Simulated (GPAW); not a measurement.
## Screening of a field by TaGe2As4 monolayer

Wanted: the out-of-plane polarisability of TaGe2As4 monolayer.

Main program and level: GPAW 26.7.0; GPAW, PAW setups; layer in a repeated cell with vacuum, relaxation of atoms and in-plane cell, in the first sound run; inputs show where later runs differ.

Report form: the programs' logs are mostly left out.

## (1) The structure

The cell holds 7 atoms: 4 As, 2 Ge and 1 Ta. Its edges and angles: a = 3.730 Å, b = 3.730 Å, c = 23.623 Å, α = 90.0°, β = 90.0°, γ = 120.0°. Vacuum lies along c.

## (2) Relaxing the atoms

The atoms are relaxed first, since the surface dipole, and with it the work function, follows the positions of the outer layers.

File run.py:

```python
import json
import numpy as np
from ase import Atoms
from ase.filters import FrechetCellFilter
from ase.optimize import BFGS
from gpaw import GPAW, PW

slab = Atoms(
    ['As', 'Ge', 'As', 'Ta', 'As', 'Ge', 'As'],
    positions=[
        [0.00000, 0.00000, 7.00000],
        [-0.00000, 2.15352, 7.86300],
        [-0.00000, 2.15352, 10.18300],
        [0.00000, 0.00000, 11.81161],
        [-0.00000, 2.15352, 13.44022],
        [-0.00000, 2.15352, 15.76022],
        [0.00000, 0.00000, 16.62321]],
    cell=[[3.73, 0.0, 0.0], [-1.865, 3.23027, 0.0], [0.0, 0.0, 23.6232]],
    pbc=[True, True, True],
    magmoms=[0.0, 0.0, 0.0, 1.0, 0.0, 0.0, 0.0])

slab.calc = GPAW(mode=PW(600), xc='PBE', kpts={'size': (9, 9, 1), 'gamma': True},
                 occupations={'name': 'fermi-dirac', 'width': 0.05}, nbands='200%',
                 convergence={'density': 1e-05}, maxiter=200,
                 symmetry={'tolerance': 1e-3}, txt='slab.txt')
result = {}
# The in-plane cell is free; stress needs a cell that repeats along all three vectors
path = []
opt = BFGS(FrechetCellFilter(slab, mask=[1, 1, 0, 0, 0, 1]), maxstep=0.2)
opt.attach(lambda: path.append((slab.get_potential_energy(), slab.positions.tolist(), slab.get_forces().tolist())))
result['relaxed'] = bool(opt.run(fmax=0.02, steps=45))
result['path'] = path
result['cell'] = slab.cell.tolist()
print('in-plane lattice', slab.cell.cellpar().round(4)[[0, 1, 5]])
energy = slab.get_potential_energy()
fermi = slab.calc.get_fermi_level()
v = slab.calc.get_electrostatic_potential().mean((0, 1)) - fermi
n = slab.calc.get_pseudo_density().mean((0, 1))
L = slab.cell[2, 2]
z = np.arange(len(v)) * L / len(v)
low, high = slab.positions[:, 2].min(), slab.positions[:, 2].max()
below, above = np.interp([low - 4.8, high + 4.8], z, v)
slopes = [np.interp(x, z, np.gradient(v, z)) for x in (low - 4.8, high + 4.8)]
eps = np.array([[slab.calc.get_eigenvalues(k, s) for k in range(len(slab.calc.get_ibz_k_points()))]
                for s in range(slab.calc.get_number_of_spins())]) - fermi
top, bottom = eps[eps < 0].max(), eps[eps > 0].min()
dipole = slab.get_dipole_moment()[2]
print(f'energy {energy:.4f} eV, Fermi level {fermi:.4f} eV, dipole {dipole:.5f} e A')
print(f'potential 4.8 A off the faces, from the Fermi level: lower {below:.4f} eV, upper {above:.4f} eV')
print(f'slope of the potential there: lower {slopes[0]:.5f}, upper {slopes[1]:.5f} eV/A')
print(f'nearest levels on the mesh: {top:.4f} and {bottom:.4f} eV')
print('magnetic moment', round(slab.get_magnetic_moment(), 3))
result.update(energy=energy, fermi=fermi, dipole=dipole, below=below, above=above, slopes=slopes, edges=[top, bottom],
              z=z.tolist(), v=v.tolist(), n=n.tolist(), positions=slab.positions.tolist(),
              forces=slab.get_forces(apply_constraint=False).tolist(), moments=slab.get_magnetic_moments().tolist())
json.dump(result, open('result.json', 'w'))
```

The run is started by

```bash
$ OMP_NUM_THREADS=1 OPENBLAS_NUM_THREADS=1 python run.py
```

Elapsed: 60 min, on 1 thread of Arm Neoverse V1, shared host; peak memory 0.79 GiB.

Numbers from this step:

| Property | Result |
| --- | --- |
| dipole along the normal | 0.001738 e·Å |
| levels nearest the Fermi level on the mesh | -0.04849, 0.03226 eV from the Fermi level |
| sum of the site moments | 0 μB |

The electrostatic potential energy of an electron (without an applied field's), less the Fermi level, planar mean oscillates, so the rows of the table below give means over windows of 1.84 Å about each position, cut where the curve ends. Its maxima inside the range that stand out by 2 % of the span (Å: eV): 7.3: -8.73, 9.1: 2.44, 10.9: -5.82, 12.7: -5.82, 14.5: 2.44, 16.4: -8.73. Its minima: 6.7: -13.2, 7.8: -12.8, 10.3: -11.8, 11.8: -15.9, 13.3: -11.8, 15.8: -12.8, 16.9: -13.2.

The electrostatic potential energy of an electron (without an applied field's), less the Fermi level, planar mean by z; means over each step:

z (Å), electrostatic potential energy of an electron (without an applied field's), less the Fermi level, planar mean (eV) and a bar from the least value:
```
     0.92        4.9 ##############################
     2.76        4.9 ##############################
     4.60        4.6 #############################
     6.44       -6.2 ########
     8.28       -5.1 ##########
    10.12       -5.5 #########
    11.96      -10.3 
    13.80       -4.1 ############
    15.64       -6.9 #######
    17.48       -4.1 ############
    19.32        4.8 ##############################
    21.16        4.9 ##############################
    23.00        4.9 ##############################
```

The pseudo valence density, planar mean oscillates, so the rows of the table below give means over windows of 1 Å about each position, cut where the curve ends. Its maxima inside the range that stand out by 2 % of the span (Å: e/Å³): 6.3: 0.242, 7.3: 0.401, 8.2: 0.209, 10.0: 0.232, 11.9: 0.946, 13.6: 0.232, 15.4: 0.209, 16.3: 0.401, 17.3: 0.242. Its minima: 6.6: 0.167, 7.9: 0.0591, 9.1: 0.108, 10.3: 0.169, 13.3: 0.169, 14.5: 0.108, 15.7: 0.0591, 17.0: 0.167.

Table of pseudo valence density, planar mean by z; means over each step:

```
z (Å)  pseudo valence density, planar mean (e/Å³)
    3                                      7.8e-5
    4                                     0.00132
    5                                      0.0217
    6                                       0.168
    7                                       0.296
    8                                       0.167
    9                                       0.129
   10                                       0.201
   11                                       0.420
   12                                       0.736
   13                                       0.289
   14                                       0.178
   15                                       0.152
   16                                       0.238
   17                                       0.239
   18                                      0.0984
   19                                     0.00762
   20                                      4.6e-4
   21                                      2.7e-5
```

The relaxation lowered the energy of the cell by 1.32 eV (energies extrapolated to zero smearing; the optimiser's log prints free energies). The largest force left on a free atom is 0.0079 eV/Å.

## (3) Plane waves, PBE

With the geometry fixed, the planar mean of the potential gives the vacuum level on each side.

This step: GPAW, PAW setups; slab in vacuum (GPAW 26.7.0).

The cell differs from the one that the last finished run ended in (c 23.623 → 24.245 Å).

File run.py:

```python
import json
import numpy as np
from ase import Atoms
from gpaw import GPAW, PW

slab = Atoms(
    ['As', 'Ge', 'As', 'Ta', 'As', 'Ge', 'As'],
    positions=[
        [0.00000, -0.00000, 7.00000],
        [0.00000, 2.17246, 8.15375],
        [0.00000, 2.17246, 10.63108],
        [-0.00000, -0.00000, 12.12268],
        [0.00000, 2.17246, 13.61429],
        [0.00000, 2.17246, 16.09162],
        [0.00000, 0.00000, 17.24536]],
    cell=[[3.76281, 0.0, 0.0], [-1.8814, 3.25868, 0.0], [0.0, 0.0, 24.2454]],
    pbc=[True, True, False],
    magmoms=[0.0, 0.0, 0.0, 1.0, 0.0, 0.0, 0.0])

slab.calc = GPAW(mode=PW(400), xc='PBE', kpts={'size': (9, 9, 1), 'gamma': True},
                 occupations={'name': 'fermi-dirac', 'width': 0.05}, nbands='200%',
                 convergence={'density': 1e-05}, maxiter=200,
                 poissonsolver={'dipolelayer': 'xy'},
                 symmetry={'tolerance': 1e-3}, txt='slab.txt')
result = {}
energy = slab.get_potential_energy()
fermi = slab.calc.get_fermi_level()
v = slab.calc.get_electrostatic_potential().mean((0, 1)) - fermi
n = slab.calc.get_pseudo_density().mean((0, 1))
L = slab.cell[2, 2]
z = np.arange(len(v)) * L / len(v)
low, high = slab.positions[:, 2].min(), slab.positions[:, 2].max()
below, above = np.interp([low - 4.8, high + 4.8], z, v)
slopes = [np.interp(x, z, np.gradient(v, z)) for x in (low - 4.8, high + 4.8)]
eps = np.array([[slab.calc.get_eigenvalues(k, s) for k in range(len(slab.calc.get_ibz_k_points()))]
                for s in range(slab.calc.get_number_of_spins())]) - fermi
top, bottom = eps[eps < 0].max(), eps[eps > 0].min()
dipole = slab.get_dipole_moment()[2]
print(f'energy {energy:.4f} eV, Fermi level {fermi:.4f} eV, dipole {dipole:.5f} e A')
print(f'potential 4.8 A off the faces, from the Fermi level: lower {below:.4f} eV, upper {above:.4f} eV')
print(f'slope of the potential there: lower {slopes[0]:.5f}, upper {slopes[1]:.5f} eV/A')
print(f'nearest levels on the mesh: {top:.4f} and {bottom:.4f} eV')
print('magnetic moment', round(slab.get_magnetic_moment(), 3))
result.update(energy=energy, fermi=fermi, dipole=dipole, below=below, above=above, slopes=slopes, edges=[top, bottom],
              z=z.tolist(), v=v.tolist(), n=n.tolist(), positions=slab.positions.tolist(),
              forces=slab.get_forces(apply_constraint=False).tolist(), moments=slab.get_magnetic_moments().tolist())
json.dump(result, open('result.json', 'w'))
```

Elapsed: 3.1 min, on 1 thread; peak memory 0.33 GiB.

Numbers from this step:

```yaml
dipole_along_the_normal: 5.88e-4 e·Å
levels_nearest_the_fermi_level_on_the_mesh: -0.04842, 0.03216 eV from the Fermi level
upper_work_function: 4.926 eV
lower_work_function: 4.914 eV
```

The electrostatic potential energy of an electron (without an applied field's), less the Fermi level, planar mean oscillates, so the rows of the table below give means over windows of 1.84 Å about each position, cut where the curve ends. Its maxima inside the range that stand out by 2 % of the span (Å: eV): 7.6: -8.73, 9.4: 2.44, 11.3: -5.80, 13.0: -5.79, 14.8: 2.45, 16.7: -8.73. Its minima: 7.0: -13.2, 8.1: -12.8, 10.6: -11.8, 12.1: -15.9, 13.6: -11.8, 16.1: -12.8, 17.2: -13.2.

The electrostatic potential energy of an electron (without an applied field's), less the Fermi level, planar mean by z; means over each step:

z (Å), electrostatic potential energy of an electron (without an applied field's), less the Fermi level, planar mean (eV) and a bar from the least value:
```
     0.92        4.9 ##############################
     2.76        4.9 ##############################
     4.60        4.8 ##############################
     6.44       -4.0 ############
     8.28       -7.0 ######
    10.12       -4.1 ############
    11.96      -10.3 
    13.80       -5.6 #########
    15.64       -5.0 ##########
    17.48       -6.3 ########
    19.32        4.6 #############################
    21.16        4.9 ##############################
    23.00        4.9 ##############################
```

The pseudo valence density, planar mean oscillates, so the rows of the table below give means over windows of 1 Å about each position, cut where the curve ends. Its maxima inside the range that stand out by 2 % of the span (Å: e/Å³): 6.5: 0.237, 7.6: 0.408, 8.7: 0.212, 10.2: 0.236, 12.1: 0.972, 14.1: 0.236, 15.6: 0.212, 16.7: 0.408, 17.8: 0.237. Its minima: 6.9: 0.168, 8.2: 0.0640, 9.3: 0.107, 10.6: 0.167, 13.6: 0.167, 14.9: 0.107, 16.0: 0.0639, 17.3: 0.168.

The pseudo valence density, planar mean by z; means over each step:

```
z (Å)  pseudo valence density, planar mean (e/Å³)
    3                                      3.4e-5
    4                                      5.6e-4
    5                                     0.00944
    6                                       0.112
    7                                       0.249
    8                                       0.224
    9                                       0.147
   10                                       0.182
   11                                       0.306
   12                                       0.749
   13                                       0.391
   14                                       0.200
   15                                       0.132
   16                                       0.178
   17                                       0.287
   18                                       0.157
   19                                      0.0186
   20                                     0.00109
   21                                      6.8e-5
```

The potential is flat to 3.5e-4 eV/Å where it is read, so the vacuum is wide enough.

## (4) In a field

A uniform field along the normal polarises the slab; the atoms stay fixed, so this is the electronic response alone.

Changes to run.py since step 3:

```diff
@@ -4,2 +4,3 @@
 from gpaw import GPAW, PW
+from gpaw.external import ConstantElectricField
 
@@ -23,2 +24,3 @@
                  poissonsolver={'dipolelayer': 'xy'},
+                 external=ConstantElectricField(-0.2, [0, 0, 1]),
                  symmetry={'tolerance': 1e-3}, txt='slab.txt')
```

It took 13 min on 1 thread; peak memory 0.62 GiB.

Numbers from this step:

* dipole along the normal: -0.1690 e·Å
* levels nearest the Fermi level on the mesh: -0.04842, 0.03213 eV from the Fermi level
* potential below the slab, the applied field's own ramp left out: 3.676 eV from the Fermi level
* potential above the slab, the applied field's own ramp left out: 6.170 eV from the Fermi level

Electrostatic potential energy of an electron (without an applied field's), less the Fermi level, planar mean against z:

```
z (Å)  electrostatic potential energy of an electron (without an applied field's), less the Fermi level, planar mean (eV)
  0.0                                                                                                                4.92
  0.5                                                                                                                3.68
  1.0                                                                                                                3.68
  1.5                                                                                                                3.68
  2.0                                                                                                                3.68
  2.5                                                                                                                3.68
  3.0                                                                                                                3.68
  3.5                                                                                                                3.67
  4.0                                                                                                                3.67
  4.5                                                                                                                3.64
  5.0                                                                                                                3.54
  5.5                                                                                                                3.11
  6.0                                                                                                                1.31
  6.5                                                                                                               -5.05
  7.0                                                                                                               -14.0
  7.5                                                                                                               -9.97
  8.0                                                                                                               -13.0
  8.5                                                                                                               -7.96
  9.0                                                                                                              0.0203
  9.5                                                                                                                1.86
 10.0                                                                                                               -1.81
 10.5                                                                                                               -11.1
 11.0                                                                                                               -8.35
 11.5                                                                                                               -7.26
 12.0                                                                                                               -15.3
 12.5                                                                                                               -11.1
 13.0                                                                                                               -5.68
 13.5                                                                                                               -11.1
 14.0                                                                                                               -5.54
 14.5                                                                                                                1.84
 15.0                                                                                                                2.66
 15.5                                                                                                               -1.84
 16.0                                                                                                               -11.2
 16.5                                                                                                               -8.63
 17.0                                                                                                               -10.8
 17.5                                                                                                               -8.41
 18.0                                                                                                                1.33
 18.5                                                                                                                4.91
 19.0                                                                                                                5.85
 19.5                                                                                                                6.09
 20.0                                                                                                                6.15
 20.5                                                                                                                6.16
 21.0                                                                                                                6.17
 21.5                                                                                                                6.17
 22.0                                                                                                                6.17
 22.5                                                                                                                6.17
 23.0                                                                                                                6.17
 23.5                                                                                                                6.17
 24.0                                                                                                                5.76
```

The dipole is now -0.169 e Å, against 5.9e-4 in the run without a field.

(Continued in part 2 of 2.)

[Logs are printed without paths, hosts, clocks, repeated set-up lines and the standing remarks that a program may print on its own settings, such as how far it seeks lower states.]

[Hosts, paths, dates, database ids (printed as entryN), source tags and the programs' standing remarks are cut or masked in the printed files.]
